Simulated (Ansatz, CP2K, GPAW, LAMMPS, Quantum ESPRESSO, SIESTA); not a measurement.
# CP2K on ionic liquid MMIM+ methanesulfonate with Li salt at 400 K (210 atoms): settings against a plane-wave reference, part 2 of 3

Wanted: CP2K inputs and outputs for ionic liquid MMIM+ methanesulfonate with Li salt at 400 K (210 atoms), checked against a plane-wave reference.

Program: CP2K 2026.2; the method stands at each step. Banners, paths, timers and routine set-up lines are dropped from the logs unmarked, and long logs keep their key lines alone; longer cuts are marked.

So far. Step 2 (PBE, DZVP-MOLOPT-SR, 800/50 Ry, OT DIIS): Forces lie 10 % from the reference's, at 0.82 times its CPU time. Step 3 (GFN1-xTB, OT DIIS): Against the first run (10 %), the force difference from the reference is 20 %, at 0.019 times the CPU time (on 2 against 4 cores); the model has changed, so this is no error of the program alone.

## Step 4: PBE, DZVP-MOLOPT-SR, 800/50 Ry, TRS4 filter 1e-04, SCF 1e-05

Method: Kohn-Sham DFT, PBE, GTH-PBE pseudopotentials, Gaussian and plane waves, DZVP-MOLOPT-SR-GTH, linear-scaling purification of the density matrix.

Contents of input.inp:

```
&GLOBAL
  PROJECT cell
  RUN_TYPE ENERGY_FORCE
  PRINT_LEVEL LOW
&END GLOBAL
&FORCE_EVAL
  METHOD QS
  STRESS_TENSOR ANALYTICAL
  &DFT
    BASIS_SET_FILE_NAME BASIS_MOLOPT
    POTENTIAL_FILE_NAME GTH_POTENTIALS
    &MGRID
      CUTOFF 800
      REL_CUTOFF 50
      NGRIDS 5
    &END MGRID
    &QS
      EPS_DEFAULT 1.0E-10
      LS_SCF T
    &END QS
    &LS_SCF
      PURIFICATION_METHOD TRS4
      EPS_FILTER 1.0E-04
      EPS_SCF 1.0E-05
      MAX_SCF 60
      S_PRECONDITIONER ATOMIC
      MIXING_FRACTION 0.45
      REPORT_ALL_SPARSITIES F
    &END LS_SCF
    &XC
      &XC_FUNCTIONAL PBE
      &END XC_FUNCTIONAL
    &END XC
    &PRINT
      &MULLIKEN ON
      &END MULLIKEN
    &END PRINT
  &END DFT
  &SUBSYS
    &CELL
      A 13.04169 0.00000 0.00000
      B 0.00000 13.04169 0.00000
      C 0.00000 0.00000 13.04169
    &END CELL
    &COORD
      SCALED
[... 210 atom lines left out: the same atoms as in the first run ...]
    &END COORD
    &KIND C
      BASIS_SET DZVP-MOLOPT-SR-GTH-q4
      POTENTIAL GTH-PBE-q4
    &END KIND
    &KIND N
      BASIS_SET DZVP-MOLOPT-SR-GTH-q5
      POTENTIAL GTH-PBE-q5
    &END KIND
    &KIND H
      BASIS_SET DZVP-MOLOPT-SR-GTH-q1
      POTENTIAL GTH-PBE-q1
    &END KIND
    &KIND S
      BASIS_SET DZVP-MOLOPT-SR-GTH-q6
      POTENTIAL GTH-PBE-q6
    &END KIND
    &KIND O
      BASIS_SET DZVP-MOLOPT-SR-GTH-q6
      POTENTIAL GTH-PBE-q6
    &END KIND
    &KIND Li
      BASIS_SET DZVP-MOLOPT-SR-GTH-q3
      POTENTIAL GTH-PBE-q3
    &END KIND
  &END SUBSYS
  &PRINT
    &FORCES ON
    &END FORCES
    &STRESS_TENSOR ON
    &END STRESS_TENSOR
  &END PRINT
&END FORCE_EVAL
```

The run is started by

```
$ OMP_NUM_THREADS=1 mpirun -np 4 cp2k.psmp -i input.inp > output.txt
```

Numbers of over 12 decimals in the logs are rounded to 6 here.

What it wrote:

```text
CP2K| version string:                                       CP2K version 2026.2
 CP2K| Input file name                                                 input.inp
 GLOBAL| Basis set file name                                        BASIS_MOLOPT
 GLOBAL| Potential file name                                      GTH_POTENTIALS
 GLOBAL| Run type                                                   ENERGY_FORCE
 GLOBAL| Total number of message passing processes                             4
 GLOBAL| Number of threads for this process                                    1
[... lines left out ...]
 Re-scaling the density matrix to get the right number of electrons
[... lines left out ...]
 SCF run converged in     6 steps.
[... lines left out ...]
     210     Li       6          2.421569                              0.578431
 # Total charge                            627.995395                  0.004605
 !-----------------------------------------------------------------------------!
 ENERGY| Total FORCE_EVAL ( QS ) energy [hartree]          -1101.734978
 FORCES| Atomic forces [hartree/bohr]
 FORCES|   Atom     x               y               z               |f|
 FORCES|      1 -1.18445565E-04 -8.64545354E-03  3.06303903E-02   3.18273264E-02
 FORCES|      2 -3.66463735E-02 -2.77506426E-03 -1.95722834E-03   3.68033750E-02
 FORCES|      3  4.05867263E-02 -1.47455108E-02 -9.67895136E-03   4.42537517E-02
[...]
FORCES|    209 -8.59692870E-04 -5.07176386E-03 -8.30273992E-04   5.21068281E-03
 FORCES|    210 -4.04174958E-03  2.22593806E-03  5.94701681E-03   7.52712088E-03
 FORCES| Sum    -8.56646500E-04 -6.16965869E-04  4.75130855E-04
 FORCES| Total atomic force                                       1.15768711E-03
 STRESS| Analytical stress tensor [bar]
 STRESS|                        x                   y                   z
 STRESS|      x        4.29212080281E+04  -2.51208160318E+03  -4.22028995828E+03
 STRESS|      y       -2.51208160318E+03   6.21129483154E+04   3.87605991893E+02
 STRESS|      z       -4.22028995828E+03   3.87605991893E+02   3.75537570302E+04
 STRESS| 1/3 Trace                                             4.75293044579E+04
```

The job ended after 1.9 min (4 MPI ranks of Arm Neoverse V2, shared host; peak memory 6.3 GiB; 7.5 min of CPU time).

Against the reference:

```yaml
r_m_s_force_component: 1.251 eV/Å
r_m_s_difference_of_force_components: 220.8 meV/Å
longest_difference_of_force_vectors: 1649 meV/Å
force_difference_over_r_m_s_force: 19.17 %
slope_of_forces_against_the_reference_s: 1.071
correlation_of_force_components: 0.9864
pressure: 4.753 GPa
pressure_difference: 0.8339 GPa
energy_less_the_same_level_run_s: 0.2145 meV/atom
r_m_s_force_difference_from_the_same_level_run: 180.5 meV/Å
```

This is a coarse setting, run to see what it loses.

Against the first run (10 %), the force difference from the reference is 19 %, at 0.35 times the CPU time (6 SCF steps against 36).

## Step 5: PBE, DZVP-MOLOPT-SR, 800/50 Ry, TRS4 filter 1e-05, SCF 1e-06

Method: Kohn-Sham DFT, PBE, GTH-PBE pseudopotentials, Gaussian and plane waves, DZVP-MOLOPT-SR-GTH, linear-scaling purification of the density matrix.

input.inp, as its differences from that of step 4:

```diff
@@ -22,4 +22,4 @@
       PURIFICATION_METHOD TRS4
-      EPS_FILTER 1.0E-04
-      EPS_SCF 1.0E-05
+      EPS_FILTER 1.0E-05
+      EPS_SCF 1.0E-06
       MAX_SCF 60
```

What it wrote:

```text
CP2K| version string:                                       CP2K version 2026.2
 CP2K| Input file name                                                 input.inp
 GLOBAL| Basis set file name                                        BASIS_MOLOPT
 GLOBAL| Potential file name                                      GTH_POTENTIALS
 GLOBAL| Run type                                                   ENERGY_FORCE
 GLOBAL| Total number of message passing processes                             4
 GLOBAL| Number of threads for this process                                    1
 TOTAL NUMBERS AND MAXIMUM NUMBERS
  Total number of            - Atomic kinds:                                   6
                             - Atoms:                                        210
[... lines left out ...]
 Re-scaling the density matrix to get the right number of electrons
[... lines left out ...]
 SCF run converged in    10 steps.
 !-----------------------------------------------------------------------------!
                     Mulliken Population Analysis
 #  Atom  Element  Kind  Atomic population                           Net charge
       1     C        1          4.173655                             -0.173655
       2     N        2          4.864982                              0.135018
       3     C        1          4.016415                             -0.016415
[...]
209     Li       6          2.473379                              0.526621
     210     Li       6          2.420489                              0.579511
 # Total charge                            628.000189                 -0.000189
 !-----------------------------------------------------------------------------!
 ENERGY| Total FORCE_EVAL ( QS ) energy [hartree]          -1101.736073
 FORCES| Atomic forces [hartree/bohr]
 FORCES|   Atom     x               y               z               |f|
 FORCES|      1  1.26317247E-03 -1.00756497E-02  3.09201598E-02   3.25449013E-02
 FORCES|      2 -3.82244899E-02 -7.22096486E-03 -6.61242380E-04   3.89061846E-02
 FORCES|      3  3.96400118E-02 -1.09128129E-02 -1.01043664E-02   4.23381417E-02
[...]
FORCES|    209 -4.88763317E-04 -4.97704800E-03 -7.72357401E-04   5.06027987E-03
 FORCES|    210 -3.74976674E-03  2.21438702E-03  5.93678256E-03   7.36272013E-03
 FORCES| Sum    -8.75704993E-04 -6.44638409E-04  4.83707432E-04
 FORCES| Total atomic force                                       1.19012218E-03
 STRESS| Analytical stress tensor [bar]
 STRESS|                        x                   y                   z
 STRESS|      x        4.21638022978E+04  -2.36642262235E+03  -5.12928061862E+03
 STRESS|      y       -2.36642262235E+03   6.14112610326E+04   1.63255020194E+02
 STRESS|      z       -5.12928061862E+03   1.63255020194E+02   3.73015608040E+04
 STRESS| 1/3 Trace                                             4.69588747115E+04
```

Wall time 3.1 min (4 MPI ranks); peak memory 6.4 GiB; 12 min of CPU time.

Numbers from this run, and their distance from the reference:

```yaml
r_m_s_force_component: 1.228 eV/Å
r_m_s_difference_of_force_components: 141.2 meV/Å
longest_difference_of_force_vectors: 664.3 meV/Å
force_difference_over_r_m_s_force: 12.25 %
slope_of_forces_against_the_reference_s: 1.061
correlation_of_force_components: 0.995
pressure: 4.696 GPa
pressure_difference: 0.7769 GPa
energy_less_the_same_level_run_s: 0.0726 meV/atom
r_m_s_force_difference_from_the_same_level_run: 71.1 meV/Å
```

Against the first run (10 %), the force difference from the reference is 12 %, at 0.58 times the CPU time (10 SCF steps against 36).

## Step 6: PBE, SZV-MOLOPT-SR, 800/50 Ry, OT DIIS

Method: Kohn-Sham DFT, PBE, GTH-PBE pseudopotentials, Gaussian and plane waves, SZV-MOLOPT-SR-GTH, orbital transformation.

Contents of input.inp:

```
&GLOBAL
  PROJECT cell
  RUN_TYPE ENERGY_FORCE
  PRINT_LEVEL LOW
&END GLOBAL
&FORCE_EVAL
  METHOD QS
  STRESS_TENSOR ANALYTICAL
  &DFT
    BASIS_SET_FILE_NAME BASIS_MOLOPT
    POTENTIAL_FILE_NAME GTH_POTENTIALS
    &MGRID
      CUTOFF 800
      REL_CUTOFF 50
      NGRIDS 5
    &END MGRID
    &QS
      EPS_DEFAULT 1.0E-12
    &END QS
    &SCF
      SCF_GUESS ATOMIC
      EPS_SCF 1.0E-06
      MAX_SCF 30
      &OT
        MINIMIZER DIIS
        PRECONDITIONER FULL_ALL
        ENERGY_GAP 0.001
      &END OT
      &OUTER_SCF
        EPS_SCF 1.0E-06
        MAX_SCF 8
      &END OUTER_SCF
      &PRINT
        &RESTART OFF
        &END RESTART
      &END PRINT
    &END SCF
    &XC
      &XC_FUNCTIONAL PBE
      &END XC_FUNCTIONAL
    &END XC
    &PRINT
      &MULLIKEN ON
      &END MULLIKEN
      &HIRSHFELD ON
        SHAPE_FUNCTION DENSITY
      &END HIRSHFELD
      &MO_CUBES
        NHOMO 1
        NLUMO 4
        WRITE_CUBE F
      &END MO_CUBES
    &END PRINT
  &END DFT
  &SUBSYS
    &CELL
      A 13.04169 0.00000 0.00000
      B 0.00000 13.04169 0.00000
      C 0.00000 0.00000 13.04169
    &END CELL
    &COORD
      SCALED
[... 210 atom lines left out: the same atoms as in the first run ...]
    &END COORD
    &KIND C
      BASIS_SET SZV-MOLOPT-SR-GTH-q4
      POTENTIAL GTH-PBE-q4
    &END KIND
    &KIND N
      BASIS_SET SZV-MOLOPT-SR-GTH-q5
      POTENTIAL GTH-PBE-q5
    &END KIND
    &KIND H
      BASIS_SET SZV-MOLOPT-SR-GTH-q1
      POTENTIAL GTH-PBE-q1
    &END KIND
    &KIND S
      BASIS_SET SZV-MOLOPT-SR-GTH-q6
      POTENTIAL GTH-PBE-q6
    &END KIND
    &KIND O
      BASIS_SET SZV-MOLOPT-SR-GTH-q6
      POTENTIAL GTH-PBE-q6
    &END KIND
    &KIND Li
      BASIS_SET SZV-MOLOPT-SR-GTH-q3
      POTENTIAL GTH-PBE-q3
    &END KIND
  &END SUBSYS
  &PRINT
    &FORCES ON
    &END FORCES
    &STRESS_TENSOR ON
    &END STRESS_TENSOR
  &END PRINT
&END FORCE_EVAL
```

The run is started by

```
$ OMP_NUM_THREADS=2 cp2k.psmp -i input.inp > output.txt
```

What it wrote:

```text
CP2K| version string:                                       CP2K version 2026.2
 CP2K| Input file name                                                 input.inp
 GLOBAL| Basis set file name                                        BASIS_MOLOPT
 GLOBAL| Potential file name                                      GTH_POTENTIALS
 GLOBAL| Run type                                                   ENERGY_FORCE
 GLOBAL| Total number of message passing processes                             1
 GLOBAL| Number of threads for this process                                    2
 TOTAL NUMBERS AND MAXIMUM NUMBERS
  Total number of            - Atomic kinds:                                   6
                             - Atoms:                                        210
[... lines left out ...]
 Number of electrons:                                                        628
[... lines left out ...]
  Step     Update method      Time    Convergence         Total energy    Change
[... lines left out ...]
  Total energy:                                             -1093.300894
[... lines left out ...]
  Step     Update method      Time    Convergence         Total energy    Change
[... lines left out ...]
  *** SCF run converged in    12 steps ***
[... lines left out ...]
  Total energy:                                             -1093.303199
[... lines left out ...]
  outer SCF loop converged in   2 iterations or   42 steps
[... lines left out ...]
  Total Charge                                                           -0.000
 !-----------------------------------------------------------------------------!
  Eigenvalues of the occupied subspace spin            1
      -1.61567219     -1.61025128     -0.88094849     -0.87863670
      -0.87430753     -0.86256532     -0.86104718     -0.86038351
      -0.84955599     -0.83773017     -0.83587548     -0.83572288
[...]
0.10566927      0.10755496      0.11977057      0.12294975
       0.12384163      0.12434796
 Fermi Energy [eV] :    3.383680
  Using OT eigensolver for additional unoccupied orbitals spin            1
  Lowest Eigenvalues of the unoccupied subspace spin            1
 OT| Eigensolver reached convergence in 81 iterations
       0.12605802      0.13137501      0.13731361      0.13863179
 HOMO - LUMO gap [eV] :    0.046533
 ENERGY| Total FORCE_EVAL ( QS ) energy [hartree]          -1093.303199
 FORCES| Atomic forces [hartree/bohr]
 FORCES|   Atom     x               y               z               |f|
 FORCES|      1  3.22164147E-02 -3.16292965E-02  4.34094867E-02   6.26314084E-02
 FORCES|      2 -2.08912432E-02 -1.76329825E-02  1.37671762E-03   2.73726408E-02
 FORCES|      3  4.96087663E-02  3.43624778E-02 -3.15442167E-02   6.80943990E-02
[...]
FORCES|    209  7.23288713E-03 -1.49465438E-02 -4.58583446E-03   1.72262504E-02
 FORCES|    210 -1.86586197E-03  1.09694604E-03  8.18321365E-03   8.46461560E-03
 FORCES| Sum     2.18690270E-04 -9.40212029E-04 -6.09179867E-04
 FORCES| Total atomic force                                       1.14145705E-03
 STRESS| Analytical stress tensor [bar]
 STRESS|                        x                   y                   z
 STRESS|      x        2.22587496989E+05   1.06801753982E+04  -2.03145061408E+04
 STRESS|      y        1.06801753982E+04   2.71976800458E+05   1.35948261129E+04
 STRESS|      z       -2.03145061408E+04   1.35948261129E+04   2.28822170916E+05
 STRESS| 1/3 Trace                                             2.41128822788E+05
```

The job ended after 7.3 min (2 threads; peak memory 4.1 GiB).

Numbers from this run, and their distance from the reference:

| Property | Result |
| --- | --- |
| r.m.s. force component | 3.857 eV/Å |
| r.m.s. difference of force components | 3195 meV/Å |
| longest difference of force vectors | 14900 meV/Å |
| force difference over r.m.s. force | 277.3 % |
| slope of forces against the reference's | 2.257 |
| correlation of force components | 0.6743 |
| gap (highest filled to lowest empty level) | 0.0465 eV |
| gap difference | -2.334 eV |
| pressure | 24.11 GPa |
| pressure difference | 20.19 GPa |

This is a coarse setting, run to see what it loses.

Against the first run (10 %), the force difference from the reference is 277 %, at 0.62 times the CPU time (on 2 against 4 cores), with 530 basis functions against 1900: the smaller basis costs accuracy.

## Step 7: PBE, DZVP-MOLOPT-SR, 800/50 Ry, TRS4 filter 1e-03, SCF 1e-04

Method: Kohn-Sham DFT, PBE, GTH-PBE pseudopotentials, Gaussian and plane waves, DZVP-MOLOPT-SR-GTH, linear-scaling purification of the density matrix.

Contents of input.inp:

```
&GLOBAL
  PROJECT cell
  RUN_TYPE ENERGY_FORCE
  PRINT_LEVEL LOW
&END GLOBAL
&FORCE_EVAL
  METHOD QS
  STRESS_TENSOR ANALYTICAL
  &DFT
    BASIS_SET_FILE_NAME BASIS_MOLOPT
    POTENTIAL_FILE_NAME GTH_POTENTIALS
    &MGRID
      CUTOFF 800
      REL_CUTOFF 50
      NGRIDS 5
    &END MGRID
    &QS
      EPS_DEFAULT 1.0E-10
      LS_SCF T
    &END QS
    &LS_SCF
      PURIFICATION_METHOD TRS4
      EPS_FILTER 1.0E-03
      EPS_SCF 1.0E-04
      MAX_SCF 60
      S_PRECONDITIONER ATOMIC
      MIXING_FRACTION 0.45
      REPORT_ALL_SPARSITIES F
    &END LS_SCF
    &XC
      &XC_FUNCTIONAL PBE
      &END XC_FUNCTIONAL
    &END XC
    &PRINT
      &MULLIKEN ON
      &END MULLIKEN
    &END PRINT
  &END DFT
  &SUBSYS
    &CELL
      A 13.04169 0.00000 0.00000
      B 0.00000 13.04169 0.00000
      C 0.00000 0.00000 13.04169
    &END CELL
    &TOPOLOGY
      COORD_FILE_NAME structure.xyz
      COORD_FILE_FORMAT XYZ
    &END TOPOLOGY
    &KIND C
      BASIS_SET DZVP-MOLOPT-SR-GTH-q4
      POTENTIAL GTH-PBE-q4
    &END KIND
    &KIND N
      BASIS_SET DZVP-MOLOPT-SR-GTH-q5
      POTENTIAL GTH-PBE-q5
    &END KIND
    &KIND H
      BASIS_SET DZVP-MOLOPT-SR-GTH-q1
      POTENTIAL GTH-PBE-q1
    &END KIND
    &KIND S
      BASIS_SET DZVP-MOLOPT-SR-GTH-q6
      POTENTIAL GTH-PBE-q6
    &END KIND
    &KIND O
      BASIS_SET DZVP-MOLOPT-SR-GTH-q6
      POTENTIAL GTH-PBE-q6
    &END KIND
    &KIND Li
      BASIS_SET DZVP-MOLOPT-SR-GTH-q3
      POTENTIAL GTH-PBE-q3
    &END KIND
  &END SUBSYS
  &PRINT
    &FORCES ON
    &END FORCES
    &STRESS_TENSOR ON
    &END STRESS_TENSOR
  &END PRINT
&END FORCE_EVAL
```

Contents of structure.xyz:

```xyz
210

C 4.08674 2.63938 2.43658
N 2.82848 3.22756 2.01025
C 2.55774 4.51529 1.54101
C 1.20518 4.56720 1.46106
N 0.63370 3.43401 1.83340
C 12.28749 3.05815 1.77432
C 1.59995 2.63925 2.20183
H 4.91463 2.92329 1.81201
H 4.30206 3.02972 3.45357
H 4.02049 1.52809 2.55448
H 3.42592 5.12460 1.15967
H 0.57736 5.38126 1.12758
H 12.34500 2.03646 1.59213
H 11.78917 3.39449 2.68815
H 11.84838 3.50156 0.88005
H 1.45311 1.64782 2.56700
C 5.59671 7.97278 10.57968
N 5.94818 7.64752 9.25204
C 5.15434 6.87558 8.51675
C 5.59267 6.88171 7.20619
[... 186 atom lines left out ...]
H 7.53940 2.23782 2.25100
H 8.34681 1.18066 3.31468
Li 1.94504 12.22215 5.01427
Li 1.61026 8.15301 0.74220
```

The run is started by

```
$ OMP_NUM_THREADS=1 mpirun -np 4 cp2k.psmp -i input.inp > output.txt
```

What it wrote:

```text
CP2K| version string:                                       CP2K version 2026.2
 CP2K| Input file name                                                 input.inp
 GLOBAL| Basis set file name                                        BASIS_MOLOPT
 GLOBAL| Potential file name                                      GTH_POTENTIALS
[... lines left out ...]
 Re-scaling the density matrix to get the right number of electrons
[... lines left out ...]
 SCF run converged in     5 steps.
[... lines left out ...]
 ENERGY| Total FORCE_EVAL ( QS ) energy [hartree]          -1101.681210
[... lines left out ...]
 FORCES|      1  6.47293611E-03 -1.55736655E-02  3.42511179E-02   3.81782272E-02
 FORCES|      2 -2.90886978E-02 -2.04536328E-02  2.71783884E-03   3.56635680E-02
 FORCES|      3  3.71379266E-02  6.54757396E-03 -1.17871890E-02   3.95099246E-02
[...]
FORCES|    209 -1.75273553E-04 -4.82808417E-03 -4.27936221E-04   4.85018010E-03
 FORCES|    210 -3.24508400E-03  1.87967809E-03  6.09308544E-03   7.15468029E-03
 FORCES| Sum    -9.25606051E-04 -7.32752686E-04  5.17408189E-04
 FORCES| Total atomic force                                       1.28894697E-03
 STRESS| Analytical stress tensor [bar]
 STRESS|                        x                   y                   z
 STRESS|      x        4.34913611285E+04  -1.43434124170E+03  -9.03044707874E+03
 STRESS|      y       -1.43434124170E+03   6.29347270306E+04  -3.95629014035E+02
 STRESS|      z       -9.03044707874E+03  -3.95629014035E+02   3.77637059813E+04
 STRESS| 1/3 Trace                                             4.80632647134E+04
```

It took 73 s on 4 MPI ranks; peak memory 6.3 GiB.

Numbers from this run, and their distance from the reference:

```
r.m.s. force component                          : 1.209 eV/Å
r.m.s. difference of force components           : 311.2 meV/Å
longest difference of force vectors             : 2649 meV/Å
force difference over r.m.s. force              : 27 %
slope of forces against the reference's         : 1.014
correlation of force components                 : 0.9664
pressure                                        : 4.806 GPa
pressure difference                             : 0.8873 GPa
energy less the same-level run's                : 7.182 meV/atom
r.m.s. force difference from the same-level run : 297.3 meV/Å
```

This is a coarse setting, run to see what it loses.

Against the first run (10 %), the force difference from the reference is 27 %, at 0.23 times the CPU time (5 SCF steps against 36).

(Continued in part 3 of 3.)

[Also dropped from logs without a mark: logging warnings of Python, and SIESTA's first energy breakdown and zero terms.]

[Logs are printed without paths, hosts, clocks, repeated set-up lines and the standing remarks that a program may print on its own settings, such as how far it seeks lower states.]

[Hosts, paths, dates, database ids (printed as entryN), source tags and the programs' standing remarks are cut or masked in the printed files.]
